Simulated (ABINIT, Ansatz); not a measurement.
## Tl (Thallium): from the cell to the phonon bands

How does Tl (Thallium) vibrate, and is this structure a minimum?

Method: DFT LDA, scalar-relativistic, plane waves, PseudoDojo norm-conserving pseudopotentials, in ABINIT 10.8.3.

Report form: the programs' logs are mostly left out.

### Step 1. The starting structure

Symmetry: P6_3/mmc, No. 194, hexagonal system. The conventional cell has a = 3.456 Å, b = 3.456 Å, c = 5.525 Å, α = 90.00°, β = 90.00°, γ = 120.00°. Nearest to Tl lie 12 Tl at 3.41 to 3.46 Å.

Coordinates:

```cif
data_structure
_symmetry_space_group_name_H-M 'P 1'
_symmetry_Int_Tables_number 1
_cell_length_a 3.4560
_cell_length_b 3.4560
_cell_length_c 5.5250
_cell_angle_alpha 90.000
_cell_angle_beta 90.000
_cell_angle_gamma 120.000
_cell_volume 57.15
loop_
_atom_site_label
_atom_site_type_symbol
_atom_site_fract_x
_atom_site_fract_y
_atom_site_fract_z
_atom_site_occupancy
Tl1 Tl 0.33333 0.66667 0.25000 1
Tl2 Tl 0.66667 0.33333 0.75000 1
```

### Step 2. A probe with smearing

A first run with smearing and empty bands tells whether the crystal has a gap, which decides between fixed occupations and smearing later on.

probe.abi

```
# ground state
tolvrs 1.0d-08
prtden 1
prtwf 1

# basis, mesh and filling
ecut 27.0
ngkpt 6 6 4
nshiftk 1
shiftk 0.0 0.0 0.0
istwfk *1
occopt 7
tsmear 0.005
nband 20
nstep 100
diemac 9.0
prtebands 0
prtgsr 0

# cell and atoms
acell 6.530893487 6.530893487 10.44073684
rprim 
    1.0 0.0 0.0
    -0.5 0.8660254038 0.0
    0.0 0.0 1.0
ntypat 1
znucl 81
natom 2
typat 1 1
xred 
    1/3 2/3 0.25
    2/3 1/3 0.75
pp_dirpath "./pseudo"
pseudos "Tl.upf"
```

Command:

```console
OMP_NUM_THREADS=1 mpirun -n 16 abinit probe.abi > probe.log
```

It took 3.3 s on 16 MPI ranks of Arm Neoverse V2, shared host.

Read from the output:

| Quantity | Value |
| --- | --- |
| volume per atom | 28.57 Å³ |
| pressure | -2.150 GPa |
| gap on the k-mesh | 0 eV |

No gap opens on this mesh, so smearing is kept; the printed pressure holds the stress of the finite basis too.

### Step 3. Relaxation

The harmonic expansion needs vanishing forces, and a free crystal bears no stress, so cell and atoms are brought to rest. Stress is more sensitive to the basis than forces are: the last 3 Ha under the cutoff are smoothed with ecutsm, and the cutoff is raised above that of the later runs.

relax.abi

```
# relaxation
ionmov 2
optcell 2
dilatmx 1.08
ntime 40
tolmxf 1.0d-05
tolvrs 1.0d-14
prtwf 0
prtden 0
chksymtnons 0

# basis, mesh and filling
ecut 34.0
ecutsm 3.0
ngkpt 9 9 6
nshiftk 1
shiftk 0.0 0.0 0.0
istwfk *1
occopt 7
tsmear 0.01
nband 20
nstep 100
diemac 1000000.0
prtebands 0
prtgsr 0

# cell and atoms
acell 6.530893487 6.530893487 10.44073684
rprim 
    1.0 0.0 0.0
    -0.5 0.8660254038 0.0
    0.0 0.0 1.0
ntypat 1
znucl 81
natom 2
typat 1 1
xred 
    1/3 2/3 0.25
    2/3 1/3 0.75
pp_dirpath "./pseudo"
pseudos "Tl.upf"
```

Command:

```console
OMP_NUM_THREADS=1 mpirun -n 16 abinit relax.abi > relax.log
```

Run time: 65 s. Hardware: 16 MPI ranks; 17 min of CPU time.

Step by step:

| step | energy less that of the first step (eV) | largest force (eV/Å) | volume (Å³) |
| --- | --- | --- | --- |
| 1 | 0.0000 | 0.0000 | 57.15 |
| 2 | -0.0035 | 0.0000 | 56.83 |
| 3 | -0.0159 | 0.0000 | 54.27 |
| 4 | -0.0160 | 0.0000 | 54.51 |
| 5 | -0.0160 | 0.0000 | 54.49 |
| 6 | -0.0160 | 0.0000 | 54.49 |
| 7 | -0.0160 | 0.0000 | 54.48 |
| 8 | -0.0160 | 0.0000 | 54.48 |
| 9 | -0.0160 | 0.0000 | 54.48 |

| conventional cell, symmetrised | before | after | change |
| --- | --- | --- | --- |
| a (Å) | 3.456 | 3.403 | -1.5 % |
| b (Å) | 3.456 | 3.403 | -1.5 % |
| c (Å) | 5.525 | 5.433 | -1.7 % |
| volume (Å³/atom) | 28.57 | 27.24 | -4.7 % |

The relaxed structure:

```
Tl
1.0
     3.40295    0.00000    0.00000
    -1.70147    2.94704    0.00000
     0.00000    0.00000    5.43291
Tl
2
Cartesian
  0.0000 1.9647 1.3582
  1.7015 0.9823 4.0747
```

Read from the output:

```
volume per atom : 27.24 Å³
pressure        : 0.002569 GPa
```

The volume changes by -4.7 % in this run and stands -4.7 % from the first cell.

### Step 4. Self-consistent run for the response

The response is built on these wavefunctions, so the potential is converged far more tightly than an energy would need. Smearing stays on, as the first look found no gap above 0.3 eV.

gs.abi

```
# ground state
tolvrs 1.0d-16
prtden 1
prtwf 1

# basis, mesh and filling
ecut 27.0
ngkpt 9 9 6
nshiftk 1
shiftk 0.0 0.0 0.0
istwfk *1
occopt 7
tsmear 0.01
nband 20
nstep 100
diemac 1000000.0
prtebands 0
prtgsr 0

# cell and atoms
acell 6.430635667 6.430635667 10.2667143
rprim 
    1.0 0.0 0.0
    -0.5 0.8660254038 0.0
    0.0 0.0 1.0
ntypat 1
znucl 81
natom 2
typat 1 1
xred 
    1/3 2/3 0.25
    2/3 1/3 0.75
pp_dirpath "./pseudo"
pseudos "Tl.upf"
```

Command:

```console
OMP_NUM_THREADS=1 mpirun -n 16 abinit gs.abi > gs.log
```

Run time: 5 s. Hardware: 16 MPI ranks.

This step gave:

| Item | Value |
| --- | --- |
| pressure | -0.2201 GPa |

The cell stands at -0.22 GPa: the relaxation ran with a smoothed and higher cutoff, and the difference is a stress of the finite basis.

### Step 5. Zone-centre response

At q = 0 one unit cell holds all displacements. The response is solved for single atoms along the cell's directions, and symmetry skips those that follow from others. The crystal is treated as a metal, which screens a static field, so no field response is asked.

dfpt_gamma.abi

```

# common to the responses
getwfk_filepath "gso_WFK"
kptopt 2
nqpt 1
qpt 0.0 0.0 0.0
asr 0
chneut 0

# displacements
rfphon 1
rfatpol 1 2
rfdir 1 1 1
tolvrs 1.0d-10
prtwf 0
prtpot 1

# basis, mesh and filling
ecut 27.0
ngkpt 9 9 6
nshiftk 1
shiftk 0.0 0.0 0.0
istwfk *1
occopt 7
tsmear 0.01
nband 20
nstep 100
diemac 1000000.0
prtebands 0
prtgsr 0

# cell and atoms
acell 6.430635667 6.430635667 10.2667143
rprim 
    1.0 0.0 0.0
    -0.5 0.8660254038 0.0
    0.0 0.0 1.0
ntypat 1
znucl 81
natom 2
typat 1 1
xred 
    1/3 2/3 0.25
    2/3 1/3 0.75
pp_dirpath "./pseudo"
pseudos "Tl.upf"
```

Command:

```console
OMP_NUM_THREADS=1 mpirun -n 16 abinit dfpt_gamma.abi > dfpt_gamma.log
```

Run time: 17 s. Hardware: 16 MPI ranks; 4.5 min of CPU time.

Numbers from this step:

| Quantity | Value |
| --- | --- |
| largest acoustic frequency at the zone centre before the sum rule | -1.09 cm⁻¹ |
| highest optical zone-centre mode (no LO-TO term) | 91.72 cm⁻¹ |
| lowest optical zone-centre mode | 33.37 cm⁻¹ |

The acoustic modes at Γ come out as far as 1.1 cm⁻¹ from zero, where they should vanish, a small numerical error.

### Step 6. Linear response on the mesh

Linear response treats each wavevector of the 3×3×2 mesh in the unit cell; the first-order potentials are kept for the electron-phonon matrix elements.

dfpt_q.abi

```
ndtset 5

# wavevectors
qpt1 0.3333333333 0.0 0.0
qpt2 0.3333333333 0.3333333333 0.0
qpt3 0.0 0.0 0.5
qpt4 0.3333333333 0.0 0.5
qpt5 0.3333333333 0.3333333333 0.5

# displacements
getwfk_filepath "gso_WFK"
getwfq_filepath "gso_WFK"
kptopt 3
nqpt 1
rfphon 1
rfatpol 1 2
rfdir 1 1 1
tolvrs 1.0d-10
prtwf 0
prtpot 1

# basis, mesh and filling
ecut 27.0
ngkpt 9 9 6
nshiftk 1
shiftk 0.0 0.0 0.0
istwfk *1
occopt 7
tsmear 0.01
nband 20
nstep 100
diemac 1000000.0
prtebands 0
prtgsr 0

# cell and atoms
acell 6.430635667 6.430635667 10.2667143
rprim 
    1.0 0.0 0.0
    -0.5 0.8660254038 0.0
    0.0 0.0 1.0
ntypat 1
znucl 81
natom 2
typat 1 1
xred 
    1/3 2/3 0.25
    2/3 1/3 0.75
pp_dirpath "./pseudo"
pseudos "Tl.upf"
```

Command:

```console
OMP_NUM_THREADS=1 mpirun -n 16 abinit dfpt_q.abi > dfpt_q.log
```

Elapsed: 5.6 min, on 16 MPI ranks; 89 min of CPU time.

Numbers from this step:

```
lowest mode on the q mesh (acoustic ones at the zone centre apart) : 18.98 cm⁻¹
```

Frequencies (cm⁻¹) before the sum rule at the irreducible wavevectors but Γ, which is solved apart; negative means imaginary. Frequencies by wavevector:

| q (fractions) | star | mode 1 | mode 2 | mode 3 | mode 4 | mode 5 | mode 6 |
| --- | --- | --- | --- | --- | --- | --- | --- |
| 0.3333 0 0 | 6 | 18.98 | 30.58 | 44.38 | 60.98 | 69.38 | 74.49 |
| 0.3333 0.3333 0 | 2 | 47.69 | 50.8 | 50.8 | 65.76 | 67.54 | 67.54 |
| 0 0 0.5 | 1 | 20.92 | 20.92 | 20.92 | 20.92 | 58.24 | 58.24 |
| 0.3333 0 0.5 | 6 | 32.28 | 32.28 | 40.2 | 40.2 | 75.67 | 75.67 |
| 0.3333 0.3333 0.5 | 2 | 29.14 | 29.14 | 60.11 | 60.11 | 77.73 | 77.73 |

### Step 7. Dispersion

anaddb transforms the dynamical matrices to force constants and back along the path; points of the mesh come back as solved, but for the sum rule and, in polar crystals, the LO-TO term at Γ; the rest is interpolation.

anaddb.abi

```
ddb_filepath "all_DDB"
output_file "anaddb.abo"
outdata_prefix "anaddb"
ifcflag 1
ngqpt 3 3 2
nqshft 1
q1shft 0.0 0.0 0.0
asr 1
chneut 0
dipdip 0
dipquad 0
quadquad 0
enunit 0
eivec 0
nph1l 93
qph1l 
    0.0 0.0 0.0 1.0
    0.05 0.0 0.0 1.0
    0.1 0.0 0.0 1.0
    0.15 0.0 0.0 1.0
    0.2 0.0 0.0 1.0
    0.25 0.0 0.0 1.0
    0.3 0.0 0.0 1.0
    0.35 0.0 0.0 1.0
    0.4 0.0 0.0 1.0
    0.45 0.0 0.0 1.0
    0.5 0.0 0.0 1.0
    0.48333333 0.03333333 0.0 1.0
    0.46666667 0.06666667 0.0 1.0
    0.45 0.1 0.0 1.0
    0.43333333 0.13333333 0.0 1.0
    0.41666667 0.16666667 0.0 1.0
    0.4 0.2 0.0 1.0
    0.38333333 0.23333333 0.0 1.0
    0.36666667 0.26666667 0.0 1.0
    0.35 0.3 0.0 1.0
    0.33333333 0.33333333 0.0 1.0
    0.3 0.3 0.0 1.0
    0.26666667 0.26666667 0.0 1.0
    0.23333333 0.23333333 0.0 1.0
    0.2 0.2 0.0 1.0
    0.16666667 0.16666667 0.0 1.0
    0.13333333 0.13333333 0.0 1.0
    0.1 0.1 0.0 1.0
    0.06666667 0.06666667 0.0 1.0
    0.03333333 0.03333333 0.0 1.0
    0.0 0.0 0.0 1.0
    0.0 0.0 0.05 1.0
    0.0 0.0 0.1 1.0
    0.0 0.0 0.15 1.0
    0.0 0.0 0.2 1.0
    0.0 0.0 0.25 1.0
    0.0 0.0 0.3 1.0
    0.0 0.0 0.35 1.0
    0.0 0.0 0.4 1.0
    0.0 0.0 0.45 1.0
    0.0 0.0 0.5 1.0
    0.05 0.0 0.5 1.0
    0.1 0.0 0.5 1.0
    0.15 0.0 0.5 1.0
    0.2 0.0 0.5 1.0
    0.25 0.0 0.5 1.0
    0.3 0.0 0.5 1.0
    0.35 0.0 0.5 1.0
    0.4 0.0 0.5 1.0
    0.45 0.0 0.5 1.0
    0.5 0.0 0.5 1.0
    0.48333333 0.03333333 0.5 1.0
    0.46666667 0.06666667 0.5 1.0
    0.45 0.1 0.5 1.0
    0.43333333 0.13333333 0.5 1.0
    0.41666667 0.16666667 0.5 1.0
    0.4 0.2 0.5 1.0
    0.38333333 0.23333333 0.5 1.0
    0.36666667 0.26666667 0.5 1.0
    0.35 0.3 0.5 1.0
    0.33333333 0.33333333 0.5 1.0
    0.3 0.3 0.5 1.0
    0.26666667 0.26666667 0.5 1.0
    0.23333333 0.23333333 0.5 1.0
    0.2 0.2 0.5 1.0
    0.16666667 0.16666667 0.5 1.0
    0.13333333 0.13333333 0.5 1.0
    0.1 0.1 0.5 1.0
    0.06666667 0.06666667 0.5 1.0
    0.03333333 0.03333333 0.5 1.0
    0.0 0.0 0.5 1.0
    0.5 0.0 0.5 1.0
    0.5 0.0 0.45 1.0
    0.5 0.0 0.4 1.0
    0.5 0.0 0.35 1.0
    0.5 0.0 0.3 1.0
    0.5 0.0 0.25 1.0
    0.5 0.0 0.2 1.0
    0.5 0.0 0.15 1.0
    0.5 0.0 0.1 1.0
    0.5 0.0 0.05 1.0
    0.5 0.0 0.0 1.0
    0.33333333 0.33333333 0.5 1.0
    0.33333333 0.33333333 0.45 1.0
    0.33333333 0.33333333 0.4 1.0
    0.33333333 0.33333333 0.35 1.0
    0.33333333 0.33333333 0.3 1.0
    0.33333333 0.33333333 0.25 1.0
    0.33333333 0.33333333 0.2 1.0
    0.33333333 0.33333333 0.15 1.0
    0.33333333 0.33333333 0.1 1.0
    0.33333333 0.33333333 0.05 1.0
    0.33333333 0.33333333 0.0 1.0
```

mrgddb.in

```
all_DDB
merged
6
dfpt_gammao_DDB
dfpt_qo_DS1_DDB
dfpt_qo_DS2_DDB
dfpt_qo_DS3_DDB
dfpt_qo_DS4_DDB
dfpt_qo_DS5_DDB
```

Command:

```console
mrgddb < mrgddb.in > mrgddb.log
OMP_NUM_THREADS=1 anaddb anaddb.abi > anaddb.log
```

Wall time 0.53 s (1 thread).

This step gave:

| Item | Value |
| --- | --- |
| lowest frequency on the path | 0 cm⁻¹ |

Anaddb. The phonon branches at the labelled points (cm⁻¹):

| point | branch 1 | branch 2 | branch 3 | branch 4 | branch 5 | branch 6 |
| --- | --- | --- | --- | --- | --- | --- |
| Γ | 0 | 0 | 0 | 33 | 33 | 92 |
| halfway | 15 | 24 | 41 | 50 | 59 | 81 |
| M | 23 | 39 | 48 | 65 | 70 | 78 |
| halfway | 37 | 42 | 55 | 61 | 68 | 76 |
| K | 48 | 51 | 51 | 66 | 68 | 68 |
| halfway | 26 | 27 | 40 | 59 | 60 | 78 |
| Γ | 0 | 0 | 0 | 33 | 33 | 92 |
| halfway | 10 | 10 | 29 | 30 | 30 | 82 |
| A | 21 | 21 | 21 | 21 | 58 | 58 |
| halfway | 28 | 28 | 38 | 38 | 69 | 69 |
| L | 36 | 36 | 40 | 40 | 83 | 83 |
| halfway | 32 | 32 | 51 | 51 | 81 | 81 |
| H | 29 | 29 | 60 | 60 | 78 | 78 |
| halfway | 31 | 31 | 42 | 42 | 71 | 71 |
| A | 21 | 21 | 21 | 21 | 58 | 58 |
| jump to L | 36 | 36 | 40 | 40 | 83 | 83 |
| halfway | 27 | 35 | 45 | 55 | 76 | 83 |
| M | 23 | 39 | 48 | 65 | 70 | 78 |
| jump to H | 29 | 29 | 60 | 60 | 78 | 78 |
| halfway | 39 | 39 | 52 | 65 | 74 | 74 |
| K | 48 | 51 | 51 | 66 | 68 | 68 |

All branches are real along the path.

### Step 8. Density of states

Sums over the zone need many more wavevectors than were solved, so the interpolation is sampled on a dense mesh.

anaddb.abi

```
ddb_filepath "all_DDB"
output_file "anaddb.abo"
outdata_prefix "anaddb"
ifcflag 1
ngqpt 3 3 2
nqshft 1
q1shft 0.0 0.0 0.0
asr 1
chneut 0
dipdip 0
dipquad 0
quadquad 0
prtdos 2
ng2qpt 15 15 8
dosdeltae 4.5563e-06
ntemper 11
temperinc 100.0
tempermin 0.0
```

Command:

```console
OMP_NUM_THREADS=1 anaddb anaddb.abi > anaddb.log
```

Wall time 0.55 s (1 thread).

This step gave:

```yaml
share_of_modes_beyond_3i_cm_minus1_on_the_dense_interpolated_mesh: 0
zero_point_energy_per_atom: 9.22 meV
heat_capacity_at_300_k: 24.81 J/(mol atoms K)
vibrational_entropy_at_300_k: 63.15 J/(mol atoms K)
```

The phonon density of states has structure finer than the step of the table below, so its rows give means over 5 cm⁻¹, whole bins alone (the curve runs from -30 to 122 cm⁻¹). Peaks (cm⁻¹: height): 30.0: 0.162, 77.0: 0.186.

Tetrahedra. The phonon density of states by wavenumber; means over each step:

wavenumber (cm⁻¹), phonon density of states (1/cm⁻¹/cell) and a bar:
```
       -5      0.000 
        0      0.000 
        5      0.002 #
       10      0.010 ##
       15      0.022 #####
       20      0.043 ##########
       25      0.079 ##################
       30      0.129 ##############################
       35      0.122 ############################
       40      0.106 #########################
       45      0.099 #######################
       50      0.087 ####################
       55      0.069 ################
       60      0.065 ###############
       65      0.047 ###########
       70      0.075 #################
       75      0.122 ############################
       80      0.103 ########################
       85      0.015 ###
       90      0.003 #
       95      0.000
```

Harmonic thermodynamic functions per atom, summed over the density of states scaled to three modes an atom; melting is ignored. Thermodynamic functions:

| T (K) | F_vib (meV/atom) | S (J/mol-atom/K) | C_V (J/mol-atom/K) |
| --- | --- | --- | --- |
| 0 | 9.22 | 0 | 0 |
| 50 | 4.63 | 20.64 | 20.79 |
| 100 | -10.49 | 36.27 | 23.77 |
| 200 | -57.77 | 53.12 | 24.64 |
| 300 | -118.4 | 63.15 | 24.81 |
| 400 | -187.7 | 70.29 | 24.87 |
| 500 | -263.5 | 75.84 | 24.89 |
| 600 | -344.6 | 80.39 | 24.91 |
| 700 | -429.9 | 84.23 | 24.92 |
| 800 | -519 | 87.55 | 24.92 |
| 900 | -611.3 | 90.49 | 24.93 |
| 1000 | -706.4 | 93.12 | 24.93 |

At 300 K the heat capacity has reached 99 % of the Dulong-Petit value.

### Step 9. The same in Ansatz

The same cell goes through another code at the same cutoff. The files are of one family, but Ansatz's library holds files of its own making for some heavy elements, so those for Tl may differ.

This step: DFT LDA, scalar-relativistic, plane waves, norm-conserving pseudopotentials of its library (PseudoDojo's, some remade) (Ansatz 0.2.0).

input.yaml

```yaml
crystal:
  lattice:
    - [3.4029458467, 0.0, 0.0]
    - [-1.7014729233, 2.9470375509, 0.0]
    - [0.0, 0.0, 5.4329112379]
  atoms:
    - { symbol: Tl, position: [0.3333333333, 0.6666666667, 0.25] }
    - { symbol: Tl, position: [0.6666666667, 0.3333333333, 0.75] }
kpoints:
  mp_grid: { grid: [9, 9, 6] }
hamiltonian:
  xc: lda
  pseudopotentials: { kind: nc, accuracy: standard }
scf:
  occupations: { method: gaussian, width: 0.27211 }
output:
  eigenvalues: true
basis:
  ecutwfc: 734.707
phonons:
  method: dfpt
  qmesh: [3, 3, 2]
  temperatures: { t_max: 1000, t_step: 50 }
  qpath:
    path:
      - [[0.0, 0.0, 0.0], [0.5, 0.0, 0.0], [0.33333333, 0.33333333, 0.0], [0.0, 0.0, 0.0], [0.0, 0.0, 0.5], [0.5, 0.0, 0.5], [0.33333333, 0.33333333, 0.5], [0.0, 0.0, 0.5]]
      - [[0.5, 0.0, 0.5], [0.5, 0.0, 0.0]]
      - [[0.33333333, 0.33333333, 0.5], [0.33333333, 0.33333333, 0.0]]
    npoints: 10
  electrical_resistivity: { temperatures: [77, 300], mesh: [18, 18, 12] }
```

Command:

```console
ansatz run input.yaml --threads 16 --pin off --max-ram 32768MiB --backend cpu --events-out ev --progress --plain --runs-dir out
```

Elapsed: 70 s, on 16 threads; peak memory 3.3 GiB; 17 min of CPU time.

Numbers from this step:

| Item | Value |
| --- | --- |
| sum-rule residual before enforcement | 1.56e-5 eV/Å² |
| mean frequency | 49.6 cm⁻¹ |
| Debye temperature (second moment) | 99 K |
| logarithmic mean frequency | 45.1 cm⁻¹ |
| highest optical zone-centre mode (no LO-TO term) | 91.73 cm⁻¹ |
| lowest optical zone-centre mode | 33.38 cm⁻¹ |
| lowest mode on the q mesh (acoustic ones at the zone centre apart) | 18.95 cm⁻¹ |
| vibrational entropy at 300 K | 63.19 J/(mol atoms K) |

### Step 10. Side by side: ABINIT PseudoDojo and Ansatz, library NC

Numbers from this step:

- root-mean-square difference: 0.01 cm⁻¹
- largest difference: 0.03 cm⁻¹
- root-mean-square difference on the path: 0 cm⁻¹
- largest difference on the path: 0.1 cm⁻¹

The interpolated bands of the two lie on top of each other.

At the solved wavevectors the largest difference (acoustic modes at Γ apart) is 0.03 % of the highest mode.

### Step 11. Summary of results

```
space group after relaxation                                       : P6_3/mmc
volume per atom                                                    : 27.2 Å³
highest optical zone-centre mode (no LO-TO term)                   : 91.7 cm⁻¹
lowest optical zone-centre mode                                    : 33.4 cm⁻¹
q mesh                                                             : 3×3×2
lowest mode on the q mesh (acoustic ones at the zone centre apart) : 19.0 cm⁻¹
zero-point energy per atom                                         : 9.22 meV
heat capacity at 300 K                                             : 24.8 J/(mol atoms K)
vibrational entropy at 300 K                                       : 63.1 J/(mol atoms K)
imaginary modes on the q mesh                                      : none
largest difference from Ansatz, library NC                         : 0.03 cm⁻¹
```

Tl (Thallium) is dynamically stable on the 3×3×2 mesh; its spectrum reaches 92 cm⁻¹. At the LDA level the optical modes of Tl (Thallium) at the zone centre run from 33 to 92 cm⁻¹. Along axes with an odd number of divisions the mesh misses the zone-boundary points at one half, where instabilities often lie; those are only interpolated. ABINIT PseudoDojo and Ansatz, library NC agree to 0.03 cm⁻¹ (0.03 % of the highest mode compared) on all solved modes but the acoustic ones at Γ. These are harmonic frequencies at zero temperature: anharmonic shifts and linewidths and thermal expansion are left out. Spin-orbit coupling is left out, which can matter for the heavy elements here. In a metal the frequencies hang on the k mesh and the smearing, most of all near Kohn anomalies. Ansatz warns that the cutoff lies 13 % under the one recommended for these files; agreement at one cutoff is not convergence. Electron-phonon sums were run after this but are left out, since no second program bore their λ out within 30 %; a λ that a log prints is not taken as a result.

[Host names and launcher messages were left out of these logs when they were recorded.]

[Logs are printed without paths, hosts, clocks, repeated set-up lines and the standing remarks that a program may print on its own settings, such as how far it seeks lower states.]

[Hosts, paths, dates, database ids (printed as entryN), source tags and the programs' standing remarks are cut or masked in the printed files.]
